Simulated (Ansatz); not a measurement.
# Mo wire along [110], 23 atoms a period: bands along the axis

Wanted: the relaxed geometry and the bands of the Mo wire along [110], 23 atoms a period.

Method: DFT PBE, plane waves, PAW; relaxation of a wire's period; PAW set soft_1, in the first sound run; inputs show where later runs differ, in Ansatz 0.2.0.

## (1) Starting point

The cell holds 23 atoms: 23 Mo. Its edges and angles: a = 16.280 Å, b = 15.738 Å, c = 4.469 Å, α = 90.0°, β = 90.0°, γ = 90.0°. Vacuum lies along a and b. The structure's axis is c.

## (2) Relaxation of atoms and period

Band widths follow the bond lengths, so the wire is relaxed first. The atoms and the third cell vector are free; the box across stays fixed as vacuum. A Fermi-Dirac smearing is set since the result may be a metal. The pressure printed is a third of the stress's trace over the whole box, vacuum included; only the stress along the axis is relaxed.

input.yaml

```yaml
crystal:
  lattice:
    - [16.28, 0.0, 0.0]
    - [0.0, 15.738, 0.0]
    - [0.0, 0.0, 4.4689148571]
  atoms:
    - { symbol: Mo, position: [0.305896806, 0.49999459, 0.0] }
    - { symbol: Mo, position: [0.402948403, 0.641973077, 0.0] }
    - { symbol: Mo, position: [0.5, 0.49999459, 0.0] }
    - { symbol: Mo, position: [0.5, 0.783951564, 0.0] }
    - { symbol: Mo, position: [0.597051597, 0.641973077, 0.0] }
    - { symbol: Mo, position: [0.694103194, 0.49999459, 0.0] }
    - { symbol: Mo, position: [0.208845209, 0.49999459, 0.5] }
    - { symbol: Mo, position: [0.305896806, 0.358016103, 0.5] }
    - { symbol: Mo, position: [0.305896806, 0.641973077, 0.5] }
    - { symbol: Mo, position: [0.402948403, 0.216037616, 0.5] }
    - { symbol: Mo, position: [0.402948403, 0.49999459, 0.5] }
    - { symbol: Mo, position: [0.402948403, 0.783951564, 0.5] }
    - { symbol: Mo, position: [0.5, 0.358016103, 0.5] }
    - { symbol: Mo, position: [0.5, 0.641973077, 0.5] }
    - { symbol: Mo, position: [0.597051597, 0.216037616, 0.5] }
    - { symbol: Mo, position: [0.597051597, 0.49999459, 0.5] }
    - { symbol: Mo, position: [0.597051597, 0.783951564, 0.5] }
    - { symbol: Mo, position: [0.694103194, 0.358016103, 0.5] }
    - { symbol: Mo, position: [0.694103194, 0.641973077, 0.5] }
    - { symbol: Mo, position: [0.791154791, 0.49999459, 0.5] }
    - { symbol: Mo, position: [0.402948403, 0.358016103, 0.0] }
    - { symbol: Mo, position: [0.5, 0.216037616, 0.0] }
    - { symbol: Mo, position: [0.597051597, 0.358016103, 0.0] }
kpoints:
  mp_grid: { grid: [1, 1, 18] }
scf:
  occupations: { method: fermi_dirac, width: 0.05 }
hamiltonian:
  xc: pbe
  pseudopotentials: { kind: paw, azcp: { folder: soft_1 } }
relax:
  cell: { fix: [a, b, alpha, beta, gamma] }
  max_steps: 45
  f_tol: 0.03
```

Command:

```
ansatz run input.yaml --threads 4 --pin off --max-ram 16384MiB --backend cpu --events-out ev --progress --plain --runs-dir out
```

Numbers of over 12 decimals in the logs are rounded to 6 here.

Output:

```text
Engine: ansatz 0.2.0, aarch64-unknown-linux-gnu
Pseudopotentials: kind: paw
Pseudopotential: Mo, paw, valence charge 14, recommended cutoff 420 eV (normal), soft_1/Mo.paw.azcp
Functional definition: PBE
  parameter kappa = 0.804
  parameter beta = 0.066725
  exchange = pbe_x(kappa = kappa, mu = beta*pi^2/3)
  correlation = pbe_c(beta = beta)
Crystal: 23 atoms, lattice volume = 1145.001 Å³
Basis set: ecut = 420 eV, 22417 PW (Γ), exchange–correlation on 240×216×60 points (8 copies of the dense FFT grid, shifted against one another)
Bands: 194, of which v1, the nominal top of the filled ones, is band 161 counted from 1 (160 counted from 0)
Symmetry: 8 space group operations
Space group: Pmmm (ITA 47), of the structure as read, at distance tolerance 1.0e-4 Å
k-points: 10 of 18
Non-local potential: Mo, projectors of the file, l = 0: 3, l = 1: 2, l = 2: 2, l = 3: 1
PAW form: soft (Blöchl's): semilocal exchange-correlation on the pseudo side does not see the compensation charge
PAW one-centre angular grid: Mo, 590 points (default); XC on 64 Gauss nodes
Initial density: superposition of atomic densities (neutral atoms: chi_scale 0, normalization atom)
Initial wavefunctions: pseudopotential atomic-orbital guess
Functional: x = pbe(κ = 0.804, μ = 0.219515), c = pbe(β = 0.066725)
SCF iter   1: F=—  HF=-113981.942742 eV  |F-HF|=—  |Δ(HF+E_count)|=         —  Δρ=6.27e-2  dr2=2.27e2  ethr=3.10e-3  ⟨swp⟩=10.3  Hψ=8987  notcnv=0
preconditioner: auto → LDOS  [metal: Δε(μ)=0.014 eV  Ē_g=3.889 eV  σ=0.050 eV  W_gap=0.07  n_scr=218 (ndim 8)  ℏωp=12.9 eV  f_vac=0.526  D(μ)=36.11/eV (n_scr^D=256)  β→1.0]
SCF iter   2: F=—  HF=-113966.848009 eV  |F-HF|=—  |Δ(HF+E_count)|=    1.51e1  Δρ=5.14e-2  dr2=9.67e1  ethr=3.10e-3  ⟨swp⟩=4.7  Hψ=5535  notcnv=0  defer=6
SCF iter   3: F=—  HF=-113958.528205 eV  |F-HF|=—  |Δ(HF+E_count)|=    8.32e0  Δρ=1.23e-2  dr2=5.93e0  ethr=3.10e-3  ⟨swp⟩=4.4  Hψ=4940  notcnv=0  defer=7
SCF iter   4: F=—  HF=-113957.794072 eV  |F-HF|=—  |Δ(HF+E_count)|=   7.34e-1  Δρ=3.33e-3  dr2=4.40e-1  ethr=1.84e-3  ⟨swp⟩=3.0  Hψ=3099  notcnv=0
SCF iter   5: F=—  HF=-113957.771127 eV  |F-HF|=—  |Δ(HF+E_count)|=   2.29e-2  Δρ=1.77e-3  dr2=9.08e-2  ethr=1.37e-4  ⟨swp⟩=3.7  Hψ=3110  notcnv=0
SCF iter   6: F=—  HF=-113957.765685 eV  |F-HF|=—  |Δ(HF+E_count)|=   5.44e-3  Δρ=6.01e-4  dr2=9.05e-3  ethr=2.82e-5  ⟨swp⟩=2.0  Hψ=2981  notcnv=0
SCF iter   7: F=—  HF=-113957.765196 eV  |F-HF|=—  |Δ(HF+E_count)|=   4.89e-4  Δρ=2.17e-4  dr2=1.39e-3  ethr=2.81e-6  ⟨swp⟩=2.7  Hψ=2740  notcnv=0
SCF iter   8: F=—  HF=-113957.765285 eV  |F-HF|=—  |Δ(HF+E_count)|=   8.95e-5  Δρ=9.28e-5  dr2=3.29e-4  ethr=4.31e-7  ⟨swp⟩=2.2  Hψ=2671  notcnv=0
SCF iter   9: F=—  HF=-113957.765306 eV  |F-HF|=—  |Δ(HF+E_count)|=   2.09e-5  Δρ=3.79e-5  dr2=4.07e-5  ethr=1.02e-7  ⟨swp⟩=2.2  Hψ=2709  notcnv=0
SCF iter  10: F=—  HF=-113957.765952 eV  |F-HF|=—  |Δ(HF+E_count)|=   6.45e-4  Δρ=1.37e-5  dr2=5.40e-6  ethr=1.26e-8  ⟨swp⟩=3.1  Hψ=3284  notcnv=0
SCF iter  11: F=—  HF=-113957.765954 eV  |F-HF|=—  |Δ(HF+E_count)|=   2.32e-6  Δρ=4.84e-6  dr2=7.86e-7  ethr=1.68e-9  ⟨swp⟩=2.7  Hψ=2767  notcnv=0
SCF iter  12: F=—  HF=-113957.765955 eV  |F-HF|=—  |Δ(HF+E_count)|=   7.16e-7  Δρ=2.75e-6  dr2=1.93e-7  ethr=2.44e-10  ⟨swp⟩=3.1  Hψ=2931  notcnv=0
SCF iter  13: F=-113957.765955 eV  HF=-113957.765955 eV  |F-HF|=7.73e-9  |Δ(HF+E_count)|=   5.62e-8  Δρ=8.26e-7  dr2=3.01e-8  ethr=3.11e-11  ⟨swp⟩=5.1  Hψ=6339  notcnv=0
SCF 1 converged in 13 iterations: F = -113957.765955 eV  dr2 = 3.01e-8
  greatest PAW one-centre occupation: 0.999 electrons in one spin orbital (limit 2), on the Mo atom at site 15 (counted from 0), in its partial waves of l = 0
relax step   1: F+E_penalty+E_count = -113957.76595472 eV  Δ(F+E_penalty+E_count) = +0.000e0 eV  max|allowed force component| = 2.855e0 eV/Å  Δτ_max = 0.0000 Å  P = -6.113 GPa  Ω = 1145.001 Å³  fix = [a, b, alpha, beta, gamma]  reactions: a -5.379, b -6.066 GPa  (13 SCF iters, dr2 threshold 1.00e-7 eV, accepted)
Crystal: 23 atoms, lattice volume = 1110.142 Å³
Basis set: ecut = 420 eV, 21685 PW (Γ), exchange–correlation on 240×216×60 points (8 copies of the dense FFT grid, shifted against one another)
Initial density: handed on by an earlier stage of this run
Initial wavefunctions: those handed on with the density
iter 1 solved again at ethr=2.08e-3 eV; its pass at ethr=3.10e-3 eV (dr2=6.69e0 eV) is discarded
SCF iter   1: F=—  HF=-113961.779532 eV  |F-HF|=—  |Δ(HF+E_count)|=         —  Δρ=1.55e-2  dr2=6.89e0  ethr=2.08e-3  ⟨swp⟩=1.0  Hψ=12068  notcnv=0
preconditioner: auto → LDOS  [metal: Δε(μ)=0.012 eV  Ē_g=3.612 eV  σ=0.050 eV  W_gap=0.06  n_scr=218 (ndim 8)  ℏωp=13.1 eV  f_vac=0.555  D(μ)=29.73/eV (n_scr^D=210)  β→1.0]
SCF iter   2: F=—  HF=-113961.560955 eV  |F-HF|=—  |Δ(HF+E_count)|=   2.19e-1  Δρ=7.89e-3  dr2=2.68e0  ethr=2.08e-3  ⟨swp⟩=3.0  Hψ=3279  notcnv=0  defer=1
SCF iter   3: F=—  HF=-113961.355018 eV  |F-HF|=—  |Δ(HF+E_count)|=   2.06e-1  Δρ=2.56e-3  dr2=2.30e-1  ethr=8.32e-4  ⟨swp⟩=2.6  Hψ=3255  notcnv=0  defer=10
SCF iter   4: F=—  HF=-113961.332371 eV  |F-HF|=—  |Δ(HF+E_count)|=   2.26e-2  Δρ=6.32e-4  dr2=1.01e-2  ethr=7.14e-5  ⟨swp⟩=2.1  Hψ=3085  notcnv=0  defer=10
SCF iter   5: F=—  HF=-113961.332123 eV  |F-HF|=—  |Δ(HF+E_count)|=   2.48e-4  Δρ=2.14e-4  dr2=1.56e-3  ethr=3.14e-6  ⟨swp⟩=3.3  Hψ=3754  notcnv=0  defer=10
SCF iter   6: F=—  HF=-113961.332869 eV  |F-HF|=—  |Δ(HF+E_count)|=   7.45e-4  Δρ=6.82e-5  dr2=9.88e-5  ethr=4.85e-7  ⟨swp⟩=2.0  Hψ=2511  notcnv=0  defer=10
SCF iter   7: F=—  HF=-113961.332904 eV  |F-HF|=—  |Δ(HF+E_count)|=   3.58e-5  Δρ=2.13e-5  dr2=1.39e-5  ethr=3.07e-8  ⟨swp⟩=2.2  Hψ=2763  notcnv=0  defer=10
SCF iter   8: F=—  HF=-113961.332908 eV  |F-HF|=—  |Δ(HF+E_count)|=   3.35e-6  Δρ=1.13e-5  dr2=3.92e-6  ethr=7.14e-10  ⟨swp⟩=5.1  Hψ=7247  notcnv=0
SCF iter   9: F=-113961.332908 eV  HF=-113961.332908 eV  |F-HF|=2.04e-7  |Δ(HF+E_count)|=   3.04e-7  Δρ=4.10e-6  dr2=4.53e-7  ethr=7.14e-10  ⟨swp⟩=4.4  Hψ=5729  notcnv=0
SCF 2 converged in 9 iterations: F = -113961.332908 eV  dr2 = 4.53e-7
relax step   2: F+E_penalty+E_count = -113961.33290779 eV  Δ(F+E_penalty+E_count) = -3.567e0 eV  max|allowed force component| = 4.490e-1 eV/Å  Δτ_max = 0.1972 Å  P = -0.804 GPa  Ω = 1110.142 Å³  energy of the carried Pulay correction = +2.525e-3 eV  fix = [a, b, alpha, beta, gamma]  reactions: a -0.025, b -1.432 GPa  (9 SCF iters, dr2 threshold 2.30e-6 eV, accepted)
Crystal: 23 atoms, lattice volume = 1088.028 Å³
Basis set: ecut = 420 eV, 21205 PW (Γ), exchange–correlation on 240×216×60 points (8 copies of the dense FFT grid, shifted against one another)
[...]
relax step  10: F+E_penalty+E_count = -113961.51667557 eV  Δ(F+E_penalty+E_count) = -5.166e-3 eV  max|allowed force component| = 6.711e-2 eV/Å  Δτ_max = 0.0233 Å  P = -0.015 GPa  Ω = 1103.404 Å³  energy of the carried Pulay correction = +3.023e-3 eV  fix = [a, b, alpha, beta, gamma]  reactions: a -0.008, b +0.001 GPa  (8 SCF iters, dr2 threshold 5.75e-7 eV, accepted)
relax step  11: F+E_penalty+E_count = -113961.51688336 eV  Δ(F+E_penalty+E_count) = -2.078e-4 eV  max|allowed force component| = 4.869e-2 eV/Å  Δτ_max = 0.0204 Å  P = +0.012 GPa  Ω = 1102.961 Å³  energy of the carried Pulay correction = +3.055e-3 eV  fix = [a, b, alpha, beta, gamma]  reactions: a +0.007, b +0.052 GPa  (8 SCF iters, dr2 threshold 2.81e-7 eV, accepted)
relax step  12: F+E_penalty+E_count = -113961.51844948 eV  Δ(F+E_penalty+E_count) = -1.566e-3 eV  max|allowed force component| = 2.262e-2 eV/Å  Δτ_max = 0.0122 Å  P = -0.013 GPa  Ω = 1102.792 Å³  energy of the carried Pulay correction = +3.068e-3 eV  fix = [a, b, alpha, beta, gamma]  reactions: a +0.012, b -0.025 GPa  (8 SCF iters, dr2 threshold 1.48e-7 eV, accepted)
Initial wavefunctions: pseudopotential atomic-orbital guess (no wavefunctions were taken with the density)
iter 1 solved again at ethr=2.53e-6 eV; its pass at ethr=3.10e-3 eV (dr2=8.16e-3 eV) is discarded
SCF iter   1: F=—  HF=-113961.514502 eV  |F-HF|=—  |Δ(HF+E_count)|=         —  Δρ=5.17e-5  dr2=4.71e-6  ethr=2.53e-6  ⟨swp⟩=4.6  Hψ=14080  notcnv=0
eigensolver tolerance schedule: the retry pair's looser diagonalisation over-reported the residual by 1729.08 of it (diagonalisation noise at an unbounded share of the residual, at the tolerance the schedule requests for it); recorded, not acted on — ethr = c·dr2/N_el stays at c = 1.0e-1
preconditioner: auto → LDOS  [metal: Δε(μ)=0.015 eV  Ē_g=3.619 eV  σ=0.050 eV  W_gap=0.08  n_scr=222 (ndim 8)  ℏωp=13.1 eV  f_vac=0.555  D(μ)=31.80/eV (n_scr^D=234)  β→1.0]
SCF iter   2: F=—  HF=-113961.514933 eV  |F-HF|=—  |Δ(HF+E_count)|=   4.31e-4  Δρ=9.34e-6  dr2=8.36e-7  ethr=1.46e-9  ⟨swp⟩=3.5  Hψ=4862  notcnv=0
SCF iter   3: F=—  HF=-113961.514932 eV  |F-HF|=—  |Δ(HF+E_count)|=   1.57e-7  Δρ=4.14e-6  dr2=3.65e-7  ethr=2.60e-10  ⟨swp⟩=2.0  Hψ=3583  notcnv=0
SCF iter   4: F=—  HF=-113961.514932 eV  |F-HF|=—  |Δ(HF+E_count)|=   6.02e-8  Δρ=1.07e-6  dr2=1.28e-8  ethr=1.13e-10  ⟨swp⟩=3.2  Hψ=3363  notcnv=0
SCF iter   5: F=—  HF=-113961.514932 eV  |F-HF|=—  |Δ(HF+E_count)|=   3.17e-9  Δρ=2.47e-7  dr2=1.46e-9  ethr=3.97e-12  ⟨swp⟩=3.3  Hψ=4224  notcnv=0
SCF iter   6: F=—  HF=-113961.514932 eV  |F-HF|=—  |Δ(HF+E_count)|=  1.75e-10  Δρ=1.04e-7  dr2=3.14e-10  ethr=1.00e-12  ⟨swp⟩=5.0  Hψ=7117  notcnv=0
SCF iter   7: F=-113961.514932 eV  HF=-113961.514932 eV  |F-HF|=0.00e0  |Δ(HF+E_count)|=  2.91e-11  Δρ=5.03e-8  dr2=9.63e-11  ethr=1.00e-12  ⟨swp⟩=5.0  Hψ=5892  notcnv=0
SCF 13 converged in 7 iterations: F = -113961.514932 eV  dr2 = 9.63e-11
relax step  13: F+E_penalty+E_count = -113961.51493238 eV  Δ(F+E_penalty+E_count) = +3.517e-3 eV  max|allowed force component| = 2.249e-2 eV/Å  Δτ_max = 0.0000 Å  P = -0.010 GPa  Ω = 1102.792 Å³  fix = [a, b, alpha, beta, gamma]  reactions: a +0.015, b -0.023 GPa  stress off target by 2.37e-2 GPa on what of the cell is left free  SCF on the basis re-selected at this cell (its energy is not comparable with the rows above)  (7 SCF iters)
basis re-selected at this cell: Δ(F+E_penalty+E_count) = +3.517e-3 eV, ΔP = +0.002 GPa vs the last step (what re-selecting the basis moved, of the pressure what is left beyond the Pulay correction that the steps carried, after the strain that the cell walked since its last selection, with what the two solves' SCF thresholds leave and, on support functions, any second-order correction that the steps lacked; it is no m [...]
SCF converged after 7 iterations
Free energy (F): -113961.514932 eV
Harris-Foulkes:  -113961.514932 eV  (|F-HF|=0.00e0)
Internal energy: -113961.259204 eV  (E = F + TS)
E sigma→0 (E₀):  -113961.387068 eV
Entropy (-TS):   -0.255728 eV (-11.119 meV/atom)
Fermi energy:    4.482660 eV
--- Per-component energies (eV) ---
  E_band       = -6573.717105
  E_kinetic    = 9712.760132
  E_local      = -197097.869985  (includes V_loc(G=0)·N_el)
  E_nonlocal   = 3450.238046
  E_hartree    = 93039.739481
  E_xc         = -4030.525237
  E_vxc        = -5021.877279  (∫ρ·V_xc dr)
  E_paw        = -73886.180658  (= ΣΔE_a)
  E_vpaw       = -3696.445798  (= ΣTr[D̂ρ^β])
  E_aug_tail   = 0.001123  (compensation charges beyond the density's cutoff)
  E_ewald      = 54850.577894
  E_smearing   = -0.255728  (= −TS)
  E_closure    = 0.000000  (closes the sum)
  Σ components = -113961.514932   (vs F -113961.514932, Δ=0.00e0)
--- Forces (eV/Å), atoms counted from 1 ---
  atom   1  Mo     0.00170719    -0.00000000    -0.00000000
  atom   2  Mo     0.00533957     0.00866371    -0.00000000
  atom   3  Mo    -0.00000000     0.00000000     0.00000000
  atom   4  Mo    -0.00000000    -0.02249475    -0.00000000
  atom   5  Mo    -0.00533957     0.00866371     0.00000000
  atom   6  Mo    -0.00170719     0.00000000     0.00000000
  atom   7  Mo    -0.00053425     0.00000000     0.00000000
  atom   8  Mo    -0.00149893     0.00884044     0.00000000
  atom   9  Mo    -0.00149893    -0.00884044     0.00000000
  atom  10  Mo     0.00395737    -0.00798985    -0.00000000
  atom  11  Mo    -0.01971732     0.00000000     0.00000000
  atom  12  Mo     0.00395737     0.00798985    -0.00000000
  atom  13  Mo     0.00000000     0.00221947     0.00000000
  atom  14  Mo    -0.00000000    -0.00221947    -0.00000000
  atom  15  Mo    -0.00395737    -0.00798985     0.00000000
  atom  16  Mo     0.01971732    -0.00000000    -0.00000000
  atom  17  Mo    -0.00395737     0.00798985     0.00000000
  atom  18  Mo     0.00149893     0.00884044    -0.00000000
  atom  19  Mo     0.00149893    -0.00884044    -0.00000000
  atom  20  Mo     0.00053425    -0.00000000    -0.00000000
  atom  21  Mo     0.00533957    -0.00866371    -0.00000000
  atom  22  Mo     0.00000000     0.02249475     0.00000000
  atom  23  Mo    -0.00533957    -0.00866371     0.00000000
  max |Σ_I F_I| component: 5.20e-18 eV/Å
--- Stress (GPa, compression-positive) ---
        0.015079      -0.000000       0.000000
       -0.000000      -0.022749      -0.000000
        0.000000      -0.000000      -0.023714
  P = ⅓ Tr σ = -0.0105 GPa (-0.105 kbar)
--- Relaxed structure (12 steps of the walk, 11 accepted, 1 SCFs on fresh bases) ---
  F+E_penalty+E_count = -113961.51493238 eV   max|allowed force component| = 2.249e-2 eV/Å   (the final SCF, on the basis selected at the relaxed cell)
  cell:  # Å, volume = 1102.7924 Å³
    - [16.28, 0, 0]
    - [0, 15.738, 0]
    - [0, 0, 4.304174]
  atoms:
    - { symbol: Mo, position: [0.299708, 0.499995, 0] }
    - { symbol: Mo, position: [0.399289, 0.643434, 0] }
    - { symbol: Mo, position: [0.5, 0.499995, 0] }
    - { symbol: Mo, position: [0.5, 0.779353, 0] }
    - { symbol: Mo, position: [0.600711, 0.643434, 0] }
    - { symbol: Mo, position: [0.700292, 0.499995, 0] }
    - { symbol: Mo, position: [0.216646, 0.499995, 0.5] }
    - { symbol: Mo, position: [0.308915, 0.369505, 0.5] }
    - { symbol: Mo, position: [0.308915, 0.630484, 0.5] }
    - { symbol: Mo, position: [0.411219, 0.228047, 0.5] }
    - { symbol: Mo, position: [0.400386, 0.499995, 0.5] }
    - { symbol: Mo, position: [0.411219, 0.771942, 0.5] }
    - { symbol: Mo, position: [0.5, 0.355893, 0.5] }
    - { symbol: Mo, position: [0.5, 0.644096, 0.5] }
    - { symbol: Mo, position: [0.588781, 0.228047, 0.5] }
    - { symbol: Mo, position: [0.599614, 0.499995, 0.5] }
    - { symbol: Mo, position: [0.588781, 0.771942, 0.5] }
    - { symbol: Mo, position: [0.691085, 0.369505, 0.5] }
    - { symbol: Mo, position: [0.691085, 0.630484, 0.5] }
    - { symbol: Mo, position: [0.783354, 0.499995, 0.5] }
    - { symbol: Mo, position: [0.399289, 0.356555, 0] }
    - { symbol: Mo, position: [0.5, 0.220636, 0] }
    - { symbol: Mo, position: [0.600711, 0.356555, 0] }
```

Run time: 10 min. Hardware: 4 threads of Arm Neoverse V2, shared host; peak memory 4.9 GiB; 41 min of CPU time.

[end of part 1 of 2]

[Logs are printed without paths, hosts, clocks, repeated set-up lines and the standing remarks that a program may print on its own settings, such as how far it seeks lower states.]

[Hosts, paths, dates, database ids (printed as entryN), source tags and the programs' standing remarks are cut or masked in the printed files.]
